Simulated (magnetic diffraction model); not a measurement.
# Solving a magnetic structure from powder neutron data: YbV3C

Space group Pm-3m (no. 221), a = 4.2510 Å.

| site | atom | x | y | z |
| --- | --- | --- | --- | --- |
| 1a | Yb | 0 | 0 | 0 |
| 3c | V | 1/2 | 0 | 1/2 |
| 1b | C | 1/2 | 1/2 | 1/2 |

The compound is invented for this exercise: a known structure type with other elements, its cell scaled to their sizes and not relaxed.

Only Yb is taken to order (form factors of Yb3+); orders and moment sizes are assumed, and not adapted to the symmetry. Radiation: neutrons of λ = 2.567 Å, 5° to 100°; isotropic B of 0.36 Å² (Yb), 0.53 Å² (V) and 0.93 Å² (C). The intensities are simulated: I ∝ L Σ (|F_N|² + |F_M⊥|²) for unpolarised neutrons, with F_M = 2.695 fm/μB × Σ f(s) S exp(2πi Q·r) exp(−B s²) at Q = H ± k (one set where k and −k are equivalent), only the part normal to Q counting and L = 1/(sin²θ cos θ). For collinear order S is the moment m, which repeats by lattice and centring translations R with the sign exp(−2πi k·R). Form factors are spin-only for 3d ions and dipole or tabulated for f ions, scattering lengths are Sears's of 1992, and absorption is left out. A label names one of the reflections at its angle. The strongest nuclear line in the range is 100, and lines under 0.2 are left out.

Above the ordering temperature:

```csv
2θ (°),index,I
35.15,(1 0 0),9.9
50.55,(1 1 0),100.0
63.06,(1 1 1),2.9
74.29,(2 0 0),23.3
84.93,(2 1 0),10.5
95.39,(2 1 1),84.2
```

Below it (cell unchanged):

| 2θ (°) | I |
| --- | --- |
| 35.15 | 9.9 |
| 39.46 | 21.8 |
| 50.55 | 100.0 |
| 53.86 | 12.9 |
| 63.06 | 2.9 |
| 65.95 | 3.0 |
| 74.29 | 23.3 |
| 76.99 | 10.2 |
| 84.93 | 10.5 |
| 87.55 | 11.0 |
| 95.39 | 84.2 |
| 98.02 | 3.1 |

**Question.** Check that the new lines index with k = (0 1/2 0), then choose among these models:
A. collinear moments along [111], 3.9 μB on Yb
B. collinear moments along [101], 3.9 μB on Yb
C. collinear moments along [010], 3.9 μB on Yb

The new lines index as (1 1/2 0) at 39.46°, (1 1/2 1) at 53.86°, (1 3/2 0) at 65.95° and (2 1/2 0) at 76.99°, that is as H ± k with k = (0 1/2 0), one of 3 inequivalent arms of its star (k and −k counted as one), which a powder can't tell apart. Half indices mean that the moments reverse under translations with k·R a half-integer, and the magnetic cell has twice the primitive volume.

Magnetic intensity, observed (below minus above) and for each model:

| 2θ (°) | index | observed | A | B | C |
| --- | --- | --- | --- | --- | --- |
| 17.37 | (0 1/2 0) | <0.2 | 23.8 | 35.8 | <0.2 |
| 39.46 | (1 1/2 0) | 21.8 | 18.1 | 16.3 | 21.8 |
| 53.86 | (1 1/2 1) | 12.9 | 12.1 | 11.7 | 12.9 |
| 65.95 | (1 3/2 0) | 3.0 | 6.5 | 8.2 | 3.0 |
| 76.99 | (2 1/2 0) | 10.2 | 9.6 | 9.4 | 10.2 |
| 87.55 | (2 1/2 1) | 11.0 | 7.7 | 6.1 | 11.0 |
| 98.02 | (2 3/2 0) | 3.1 | 4.1 | 4.6 | 3.1 |

Model C matches.

The absence at (0 1/2 0) is telling: Q lies along the moments there, so the part normal to Q vanishes.

The structure used: k = (0 1/2 0), collinear moments along [010], 3.9 μB on Yb.

[Logs are printed without paths, hosts, clocks, repeated set-up lines and the standing remarks that a program may print on its own settings, such as how far it seeks lower states.]
